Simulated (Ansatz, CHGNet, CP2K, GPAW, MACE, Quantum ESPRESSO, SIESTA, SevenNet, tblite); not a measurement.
**Running H-capped Ge nanowire along [001] with a Si core (65 atoms) with GPAW**

Wanted: GPAW inputs and outputs for H-capped Ge nanowire along [001] with a Si core (65 atoms), checked against a plane-wave reference.

Method: the method is named at each step, in GPAW 26.7.0.

## 1. The starting structure

The cell holds 65 atoms: 28 Ge, 9 Si and 28 H. Cell: a = 26.501 Å, b = 26.501 Å, c = 5.658 Å, α = 90.0°, β = 90.0°, γ = 90.0°. It derives from Ge (diamond-structure). Round section of size parameter 6.53 Å cut from diamond-structure Ge (a = 5.658 Å) along [001], 1 period, broken bonds capped with H, 12 Å of vacuum, Si core of radius 3.59 Å. Then every atom was moved at random, 0.02 Å r.m.s. a Cartesian component (hydrogen 0.6 of that). Regions: wire, 37 atoms (28 Ge and 9 Si); hydrogen, 28 atoms (28 H). Vacuum lies along a and b. The structure's axis is c.

The yardstick, on the same geometry:

* method: Kohn-Sham DFT, PBE, PAW, plane waves (Ansatz 0.2.0); cutoff 420 eV, Γ point, fermi-dirac smearing of 0.05 eV; PAW set soft_2
* r.m.s. force component: 0.5625 eV/Å
* longest force: 2.161 eV/Å
* gap (highest filled to lowest empty level): 2.051 eV
* SCF cycles: 10
* time: 43 s on 4 threads of Arm Neoverse V1, shared host
* CPU time: 2.8 min

## 2. PBE, LCAO dzp, h 0.2 Å

Method: Kohn-Sham DFT, PBE, PAW, atomic orbitals (dzp).

File run.py:

```python
import numpy as np
from ase.io import read
from gpaw import GPAW, FermiDirac

atoms = read("structure.xyz")
atoms.calc = GPAW(
    mode="lcao",
    basis="dzp",
    h=0.2,
    xc="PBE",
    kpts={"size": (1, 1, 1), "gamma": True},
    occupations=FermiDirac(0.05),
    maxiter=200,
    symmetry={"point_group": False},
    txt="gpaw.txt",
)
energy = atoms.get_potential_energy(force_consistent=True)
forces = atoms.get_forces()
print(f"energy {energy:.6f} eV")
print("forces (eV/A)")
for i, (a, f) in enumerate(zip(atoms, forces)):
    print(f"{i:4d} {a.symbol:2s} {f[0]:10.5f} {f[1]:10.5f} {f[2]:10.5f}")
print(f"Fermi level {atoms.calc.get_fermi_level():.4f} eV")
for k in range(len(atoms.calc.get_ibz_k_points())):
    for s in range(atoms.calc.get_number_of_spins()):
        e = atoms.calc.get_eigenvalues(kpt=k, spin=s)
        n = np.searchsorted(e, atoms.calc.get_fermi_level())
        print(f"k {k} spin {s} levels about the Fermi level:", np.round(e[max(n - 6, 0):n], 4).tolist(), "|", np.round(e[n:n + 6], 4).tolist())
```

File structure.xyz:

```xyz
65
Lattice="26.50091 0.00000 0.00000 0.00000 26.50091 0.00000 0.00000 0.00000 5.65800" Properties=species:S:1:pos:R:3 pbc="T T T"
Ge 9.29387 9.25544 1.43498
Ge 9.22285 11.25282 2.85010
Ge 7.24164 11.24275 4.27671
Ge 7.26496 13.23826 0.00136
Ge 9.26763 13.25523 1.38219
Ge 9.24246 15.23882 2.83754
Ge 7.26973 15.22822 4.21889
Ge 9.26498 17.26932 1.39413
Ge 13.18950 7.23899 2.80422
Ge 11.21307 7.22812 4.28073
Ge 11.27587 9.19158 0.02801
Ge 13.23323 9.26207 1.42898
Si 13.21070 11.25494 2.79166
Si 11.28541 11.24460 4.24537
Si 11.27826 13.25708 0.00464
Si 13.22210 13.24621 1.42989
Si 13.25761 15.26929 2.82408
Si 11.22685 15.27009 4.24786
Ge 11.26819 17.26932 5.63531
Ge 13.26848 17.26243 1.44483
Ge 13.25337 19.29001 2.82985
Ge 11.26633 19.32897 4.25951
Ge 15.18052 7.23899 4.23235
Ge 15.23140 9.27373 0.04232
Ge 17.29555 9.25120 1.41331
Ge 17.24891 11.21625 2.80790
Si 15.28095 11.27110 4.19829
Si 15.28970 13.23641 5.65279
Ge 17.27250 13.29683 1.46186
Ge 17.26269 15.22636 2.80478
Si 15.23696 15.26161 4.22008
Ge 15.30507 17.26799 0.00543
Ge 17.32391 17.30536 1.37721
Ge 15.20463 19.24178 4.27784
Ge 19.29107 11.21651 4.19337
Ge 19.23489 13.22819 0.04662
Ge 19.27862 15.19986 4.23597
H 7.97783 9.25067 0.54294
H 9.20483 7.98684 2.25986
H 7.22971 10.00462 5.10623
H 5.97834 11.23321 3.35587
H 5.99292 13.24886 0.86601
H 6.01915 15.22212 3.38309
H 7.22335 16.48754 5.17283
H 8.01202 17.24229 0.57355
H 9.21437 18.52652 2.28696
H 13.27987 5.94972 1.92049
H 10.00939 7.23952 3.34139
H 11.22552 6.00564 5.11500
H 13.26132 20.47381 1.97679
H 9.98899 19.25238 3.33533
H 11.23718 20.51488 5.14522
H 16.47138 7.23687 3.35633
H 15.21682 6.02286 5.11868
H 18.46239 9.21993 0.52031
H 17.23407 7.99718 2.34360
[... 5 atom lines left out ...]
H 20.50481 11.25308 3.37652
H 20.50746 13.26079 0.84678
H 20.48414 15.25790 3.35316
H 19.28180 16.49973 5.14029
```

The run is started by

```
OMP_NUM_THREADS=1 python run.py > output.txt
```

The program printed:

```text
energy -252.859651 eV
forces (eV/A)
   0 Ge   -0.50363    0.68121   -0.55748
   1 Ge    0.74927    0.13984    0.29956
   2 Ge   -0.12885    1.10367   -1.01657
   3 Ge    0.37342    0.19201   -0.38689
   4 Ge    0.26783   -0.18547    0.09734
   5 Ge    0.59953    0.28823   -0.16631
   6 Ge    0.40823   -0.08235    0.84578
   7 Ge    0.99845   -0.59546    0.64481
   8 Ge    0.12488    0.16057    0.40298
   9 Ge    0.79025    0.91234   -0.74656
  10 Ge   -0.19997    0.99185   -0.71403
  11 Ge    0.15661    0.05069    0.37078
  12 Si    0.41805    0.40599    0.69050
  13 Si   -0.16074    0.11470    0.20246
  14 Si    0.19000   -0.00551   -0.47506
  15 Si    0.49468    0.20643   -0.29167
  16 Si   -0.30560   -0.52187    0.42114
  17 Si    0.63729   -0.48494   -0.10037
  18 Ge    0.08613   -0.05954   -0.15987
  19 Ge    0.06698   -0.15350   -0.09226
  20 Ge   -0.15259   -1.81920    1.27869
  21 Ge    0.03882   -1.53370   -0.86984
  22 Ge   -0.22790    1.08803   -0.07449
  23 Ge    0.36636    0.18035   -0.89941
[...]
57 H     0.14446    0.71612    0.42041
  58 H    -0.24375    0.14243    0.39084
  59 H    -0.04296    1.14461    0.79784
  60 H     0.24971   -0.29808   -0.14015
  61 H     1.70475    0.04750   -1.14128
  62 H     1.07175   -0.00982    0.75324
  63 H     1.14431   -0.08273   -0.78180
  64 H     0.15747   -0.22304   -0.42352
Fermi level -1.6504 eV
k 0 spin 0 levels about the Fermi level: [-3.5309, -3.4607, -2.9997, -2.9824, -2.8849, -2.7222] | [-0.5641, -0.4899, -0.4589, -0.4038, -0.2912, -0.2221]
```

gpaw.txt:

```text
Input parameters:
  mode=LCAO(),
  basis={'default': 'dzp'},
  h=0.2,
  kpts=MonkhorstPack(size=(1, 1, 1), gamma=True),
  maxiter=200,
  occupations=Occupations(name='fermi-dirac', width=0.05, fixmagmom=False),
  symmetry=Symmetry(point_group=False),
  xc=XC(name='PBE')
Unit cell  # Å
| periodic |         x |         y |        z |   lengths |    angles |
|----------|-----------|-----------|----------|-----------|-----------|
|      yes | 26.500910 |  0.000000 | 0.000000 | 26.500910 | 90.000000 |
|      yes |  0.000000 | 26.500910 | 0.000000 | 26.500910 | 90.000000 |
|      yes |  0.000000 |  0.000000 | 5.658000 |  5.658000 | 90.000000 |
Number of symmetries: 1
Symmetry operations  # r_c * U_cc + t_c -> r_c
|   | kind |            matrix            |
|---|------|------------------------------|
| 0 |  E   |  1, 0, 0,  0, 1, 0,  0, 0, 1 |
BZ-sampling:
  Number of BZ points: 1
  Number of IBZ points: 1
  Monkhorst-Pack size: [1, 1, 1]
  Monkhorst-Pack shift: [0, 0, 0]
[... lines left out ...]
  MSR1-Mixer
occupation numbers:
  Fermi-Dirac:
    width: 0.0500  # eV
FastPoissonSolver using
    Stencil: 6*3+1=19 point O(h^6) finite-difference Laplacian
xc functional:
  name: PBE with 2 nearest neighbor stencil
interpolation: tri-quintic # 5. degree polynomial
Initialization done in: 32.228 s
convergence criteria:
- Maximum [total energy] change in last 3 cyles: 0.0005 eV / valence electron
- Maximum integral of absolute [dens]ity change: 0.0001 electrons / valence electron
- Maximum integral of absolute [eigenst]ate change: 4e-08 eV^2 / valence electron
maximum number of iterations: 200
SCF iterations
|iter     |      energy | eigst |  dens |
|---------|-------------|-------|-------|
|iter:   1| -257.595936 |      c|       |
|iter:   2| -256.858150 |      c| -0.81 |
|iter:   3| -254.886055 |      c| -0.84 |
|iter:   4| -260.397477 |      c| -1.32 |
|iter:   5| -252.871938 |      c| -1.15 |
|iter:   6| -252.861558 |      c| -2.03 |
|iter:   7| -252.860782c|      c| -2.35 |
|iter:   8| -252.860211c|      c| -2.96 |
|iter:   9| -252.859671c|      c| -3.22 |
|iter:  10| -252.859657c|      c| -3.64 |
|iter:  11| -252.859651c|      c| -4.07c|
Converged in 11 steps
SCF loop duration: 80.433 s (7.312 s/step)
Energy contributions relative to reference atoms: (reference = -1670060.682665)
Energy contributions:
  Kinetic:         577.574923
  Coulomb:        -544.329131
  Zero:              0.129337
  External:          0.000000
  Xc:             -286.234781
  Entropy:          -0.000000
  Spinorbit:         0.000000
  ----------------------------
  Free energy:    -252.859651
  Extrapolated:   -252.859651
dipole moment: (0.075300, 0.044418, -66.900038)  # |e|*Ang
Fermi level: -1.650
Eigenvalues  # (at kpt = [0.000, 0.000, 0.000])
| band index |      eig [eV] | occ [0-2] |
|------------|---------------|-----------|
|          0 |       -13.850 |     2.000 |
|        ... |               |           |
|         80 |        -3.597 |     2.000 |
|         81 |        -3.537 |     2.000 |
[...]
|         95 |         0.068 |     0.000 |
|        ... |               |           |
|        109 |         1.005 |     0.000 |
Gap: 2.158 eV
Transition (v -> c):
  (s=0, k=0, n=87, [0.00, 0.00, 0.00]) -> (s=0, k=0, n=88, [0.00, 0.00, 0.00])
No difference between direct/indirect transitions
Force computation time: 11.090  # s
timing:  # [seconds]
  Total:  123.780  # ━━━━━━━━━━━━━━━━━━━━━━━━━━━━━━━━━━━━━━━━━━━━━━━━━━━━━━━━
  Init:    32.228  # ━━━━━━━━━━━━━━╸
  SCF:     80.433  # ━━━━━━━━━━━━━━━━━━━━━━━━━━━━━━━━━━━━╸
  Forces:  11.090  # ━━━━━
```

Run time: 2.1 min. Hardware: 1 thread of Arm Neoverse V1, shared host; peak memory 1.7 GiB.

Banners, paths, timers and routine set-up lines are dropped from the logs unmarked, and long logs keep their key lines alone; longer cuts are marked.

Compared with the plane-wave run:

```yaml
r_m_s_force_component: 0.6814 eV/Å
r_m_s_difference_of_force_components: 170.6 meV/Å
longest_difference_of_force_vectors: 545.2 meV/Å
force_difference_over_r_m_s_force: 30.33 %
slope_of_forces_against_the_reference_s: 1.188
correlation_of_force_components: 0.9805
spacing_of_highest_filled_and_lowest_empty_level: 2.158 eV
gap_difference: 0.1066 eV
```

This run lies far from the reference in forces at the same functional. Basis and potentials both differ; the latter hold 176 valence electrons against the reference's 456.

Length of the force difference by element (eV/Å):

```csv
element,atoms,mean,most
Ge,28,0.18,0.36
H,28,0.39,0.55
Si,9,0.050,0.072
```

Levels nearest the highest filled one (eV from it): -0.81, -0.74, -0.28, -0.26, -0.16, 0.00, 2.16, 2.23, 2.26, 2.32, 2.43, 2.50.

A closer look about Ge33, which bears the longest force: 9 atoms, nearest first, numbered in the order of the input, with positions taken from that point.

```csv
atom,x,y,z,distance (Å),bonds,Fx,Fy,Fz (eV/Å)
Ge33,0.00,0.00,0.00,0.00,4,-1.94,-1.19,1.09
H57,1.19,-0.06,-0.83,1.45,1,1.89,0.14,-1.15
H58,-0.09,1.23,0.88,1.51,1,0.14,0.72,0.42
Ge32,-2.02,-0.04,-1.37,2.44,4,-0.36,-0.72,-0.20
Ge30,-0.06,-2.08,1.43,2.52,4,-0.31,1.28,0.85
H65,1.96,-0.81,-1.89,2.84,1,0.16,-0.22,-0.42
H59,-0.83,1.97,1.97,2.90,1,-0.24,0.14,0.39
Ge34,-2.12,1.94,-2.76,3.98,4,0.27,-0.62,-0.91
Ge29,-0.05,-4.01,0.08,4.01,4,-0.55,-1.02,-0.86
```

Atoms are counted from 1 here, from 0 in the log.

Forces lie 30 % from the reference's, at 0.75 times its CPU time (on 1 against 4 cores).

## 3. PBE, LCAO sz(dzp), h 0.2 Å

Method: Kohn-Sham DFT, PBE, PAW, atomic orbitals (sz(dzp)).

run.py: that of step 2 with these lines changed.

```diff
@@ -7,3 +7,3 @@
     mode="lcao",
-    basis="dzp",
+    basis="sz(dzp)",
     h=0.2,
```

structure.xyz is that of step 2.

The program printed:

```text
energy -223.569823 eV
forces (eV/A)
   0 Ge    0.13322    1.51747   -0.67888
   1 Ge    0.80969    0.29462    0.18766
   2 Ge    0.72741    1.88612   -1.04118
   3 Ge    1.38293    0.24772   -0.82247
   4 Ge    0.24152   -0.20940    0.33148
   5 Ge    0.62994    0.20667   -0.43676
[...]
62 H     2.36333    0.03007    1.58470
  63 H     2.43571   -0.05457   -1.77768
  64 H     0.12032    0.63312    0.19657
Fermi level -3.2296 eV
k 0 spin 0 levels about the Fermi level: [-5.2678, -5.178, -4.7094, -4.6857, -4.6415, -4.4359] | [-2.046, -1.4028, -1.3108, -1.2988, -1.266, -1.1834]
```

gpaw.txt:

```text
Input parameters:
  mode=LCAO(),
  basis={'default': 'sz(dzp)'},
  h=0.2,
  kpts=MonkhorstPack(size=(1, 1, 1), gamma=True),
  maxiter=200,
  occupations=Occupations(name='fermi-dirac', width=0.05, fixmagmom=False),
[... lines left out ...]
  Fermi-Dirac:
[... lines left out ...]
convergence criteria:
- Maximum [total energy] change in last 3 cyles: 0.0005 eV / valence electron
[... lines left out ...]
Converged in 10 steps
[... lines left out ...]
  Free energy:    -223.569823
[... lines left out ...]
Fermi level: -3.230
[... lines left out ...]
|        ... |               |           |
|        109 |         0.007 |     0.000 |
Gap: 2.390 eV
Transition (v -> c):
  (s=0, k=0, n=87, [0.00, 0.00, 0.00]) -> (s=0, k=0, n=88, [0.00, 0.00, 0.00])
No difference between direct/indirect transitions
Force computation time: 2.744  # s
timing:  # [seconds]
  Total:  48.488  # ━━━━━━━━━━━━━━━━━━━━━━━━━━━━━━━━━━━━━━━━━━━━━━━━━━━━━━━━━
  Init:   18.443  # ━━━━━━━━━━━━━━━━━━━━━╸
  SCF:    27.274  # ━━━━━━━━━━━━━━━━━━━━━━━━━━━━━━━━
  Forces:  2.744  # ━━━
```

Elapsed: 50 s, on 1 thread; peak memory 1.5 GiB.

Numbers from this run, and their distance from the reference:

| Property | Result |
| --- | --- |
| r.m.s. force component | 1.214 eV/Å |
| r.m.s. difference of force components | 800.8 meV/Å |
| longest difference of force vectors | 2293 meV/Å |
| force difference over r.m.s. force | 142.4 % |
| slope of forces against the reference's | 1.815 |
| correlation of force components | 0.841 |
| gap (highest filled to lowest empty level) | 2.39 eV |
| gap difference | 0.3384 eV |

This is a coarse setting, run to see what it loses.

Against the first run (30 %), the force difference from the reference is 142 %, at 0.40 times the CPU time, with 176 basis functions against 621: the smaller basis costs accuracy.

## 4. PBE, LCAO szp(dzp), h 0.2 Å

Method: Kohn-Sham DFT, PBE, PAW, atomic orbitals (szp(dzp)).

run.py: that of step 3 with these lines changed.

```diff
@@ -7,3 +7,3 @@
     mode="lcao",
-    basis="sz(dzp)",
+    basis="szp(dzp)",
     h=0.2,
```

structure.xyz is that of step 3.

The program printed:

```text
energy -235.942714 eV
forces (eV/A)
   0 Ge   -0.24109    0.99284   -0.58129
   1 Ge    0.90265    0.25087    0.32196
   2 Ge    0.20956    1.30446   -0.97872
   3 Ge    0.79098    0.22915   -0.47887
   4 Ge    0.39717   -0.20537    0.12537
   5 Ge    0.75181    0.23689   -0.23483
   6 Ge    0.84091   -0.21380    0.95549
   7 Ge    1.34871   -0.88631    0.66837
   8 Ge    0.03125    0.54169    0.47640
   9 Ge    0.94060    1.33947   -0.84354
  10 Ge   -0.13008    1.17907   -0.77425
  11 Ge    0.18750    0.15040    0.40646
[...]
60 H     0.28978   -0.64390    0.14094
  61 H     2.37612    0.11782   -1.63601
  62 H     1.68818    0.01400    1.17466
  63 H     1.75022   -0.08629   -1.28026
  64 H     0.21332    0.14482   -0.21759
Fermi level -2.8321 eV
k 0 spin 0 levels about the Fermi level: [-4.7937, -4.7209, -4.2969, -4.2762, -4.194, -4.0244] | [-1.5555, -1.528, -1.4607, -1.4203, -1.3981, -1.0673]
```

gpaw.txt:

```text
Input parameters:
  mode=LCAO(),
  basis={'default': 'szp(dzp)'},
  h=0.2,
  kpts=MonkhorstPack(size=(1, 1, 1), gamma=True),
  maxiter=200,
  occupations=Occupations(name='fermi-dirac', width=0.05, fixmagmom=False),
  symmetry=Symmetry(point_group=False),
  xc=XC(name='PBE')
[... lines left out ...]
  Fermi-Dirac:
[... lines left out ...]
convergence criteria:
- Maximum [total energy] change in last 3 cyles: 0.0005 eV / valence electron
[... lines left out ...]
Converged in 11 steps
[... lines left out ...]
  Free energy:    -235.942714
[... lines left out ...]
Fermi level: -2.832
[... lines left out ...]
|          0 |       -15.192 |     2.000 |
|        ... |               |           |
|         80 |        -4.879 |     2.000 |
|         81 |        -4.796 |     2.000 |
[...]
|         95 |        -0.976 |     0.000 |
|        ... |               |           |
|        109 |         0.002 |     0.000 |
Gap: 2.469 eV
Transition (v -> c):
  (s=0, k=0, n=87, [0.00, 0.00, 0.00]) -> (s=0, k=0, n=88, [0.00, 0.00, 0.00])
No difference between direct/indirect transitions
Force computation time: 8.756  # s
timing:  # [seconds]
  Total:  80.211  # ━━━━━━━━━━━━━━━━━━━━━━━━━━━━━━━━━━━━━━━━━━━━━━━━━━━━━━━━━
  Init:   10.833  # ━━━━━━━╸
  SCF:    60.593  # ━━━━━━━━━━━━━━━━━━━━━━━━━━━━━━━━━━━━━━━━━━━
  Forces:  8.756  # ━━━━━━
```

It took 82 s on 1 thread; peak memory 1.7 GiB.

Against the reference:

```
r.m.s. force component                           : 0.8946 eV/Å
r.m.s. difference of force components            : 435.5 meV/Å
longest difference of force vectors              : 1343 meV/Å
force difference over r.m.s. force               : 77.43 %
slope of forces against the reference's          : 1.465
correlation of force components                  : 0.9212
gap (highest filled to lowest empty level) : 2.469 eV
gap difference                                   : 0.4174 eV
```

This is a coarse setting, run to see what it loses.

Against the first run (30 %), the force difference from the reference is 77 %, at 0.65 times the CPU time, with 445 basis functions against 621: the smaller basis costs accuracy.

## 5. PBE, LCAO dzp, h 0.15 Å

Method: Kohn-Sham DFT, PBE, PAW, atomic orbitals (dzp).

run.py: that of step 4 with these lines changed.

```diff
@@ -7,4 +7,4 @@
     mode="lcao",
-    basis="szp(dzp)",
-    h=0.2,
+    basis="dzp",
+    h=0.15,
     xc="PBE",
```

structure.xyz is that of step 4.

The program printed:

```text
energy -253.625595 eV
forces (eV/A)
   0 Ge   -0.49977    0.67474   -0.57390
   1 Ge    0.75783    0.13232    0.28001
   2 Ge   -0.11541    1.10024   -1.03760
   3 Ge    0.37983    0.17573   -0.38690
   4 Ge    0.26019   -0.18827    0.11352
   5 Ge    0.60054    0.30943   -0.17061
[...]
62 H     1.05957   -0.00868    0.74569
  63 H     1.13873   -0.08786   -0.78740
  64 H     0.15440   -0.23432   -0.41638
Fermi level -1.6511 eV
k 0 spin 0 levels about the Fermi level: [-3.5315, -3.4613, -3.0003, -2.983, -2.8853, -2.7228] | [-0.5649, -0.4908, -0.4596, -0.4046, -0.2924, -0.2229]
```

gpaw.txt:

```text
Input parameters:
  mode=LCAO(),
  basis={'default': 'dzp'},
  h=0.15,
  kpts=MonkhorstPack(size=(1, 1, 1), gamma=True),
  maxiter=200,
  occupations=Occupations(name='fermi-dirac', width=0.05, fixmagmom=False),
[... lines left out ...]
  Fermi-Dirac:
[... lines left out ...]
convergence criteria:
- Maximum [total energy] change in last 3 cyles: 0.0005 eV / valence electron
[... lines left out ...]
Converged in 11 steps
[... lines left out ...]
  Free energy:    -253.625595
[... lines left out ...]
Fermi level: -1.651
[... lines left out ...]
|        ... |               |           |
|        109 |         1.005 |     0.000 |
Gap: 2.158 eV
Transition (v -> c):
  (s=0, k=0, n=87, [0.00, 0.00, 0.00]) -> (s=0, k=0, n=88, [0.00, 0.00, 0.00])
No difference between direct/indirect transitions
Force computation time: 22.406  # s
timing:  # [seconds]
  Total:  180.751  # ━━━━━━━━━━━━━━━━━━━━━━━━━━━━━━━━━━━━━━━━━━━━━━━━━━━━━━━━
  Init:    20.417  # ━━━━━━╸
  SCF:    137.898  # ━━━━━━━━━━━━━━━━━━━━━━━━━━━━━━━━━━━━━━━━━━╸
  Forces:  22.407  # ━━━━━━━
```

The job ended after 3 min (1 thread; peak memory 3.7 GiB).

Against the reference:

| Quantity | Value |
| --- | --- |
| r.m.s. force component | 0.683 eV/Å |
| r.m.s. difference of force components | 170.7 meV/Å |
| longest difference of force vectors | 541.3 meV/Å |
| force difference over r.m.s. force | 30.35 % |
| slope of forces against the reference's | 1.191 |
| correlation of force components | 0.981 |
| gap (highest filled to lowest empty level) | 2.158 eV |
| gap difference | 0.1064 eV |
| energy less the same-level run's | -11.78 meV/atom |
| r.m.s. force difference from the same-level run | 8.985 meV/Å |

This run lies far from the reference in forces at the same functional. Basis and potentials both differ; the latter hold 176 valence electrons against the reference's 456.

Against the first run (30 %), the force difference from the reference is 30 %, at 1.5 times the CPU time: the change moves forces by 9.0 meV/Å r.m.s., so most of the difference comes from elsewhere.

[end of part 1 of 2]

[Also dropped from logs without a mark: logging warnings of Python, and SIESTA's first energy breakdown and zero terms.]

[Logs are printed without paths, hosts, clocks, repeated set-up lines and the standing remarks that a program may print on its own settings, such as how far it seeks lower states.]

[Hosts, paths, dates, database ids (printed as entryN), source tags and the programs' standing remarks are cut or masked in the printed files.]
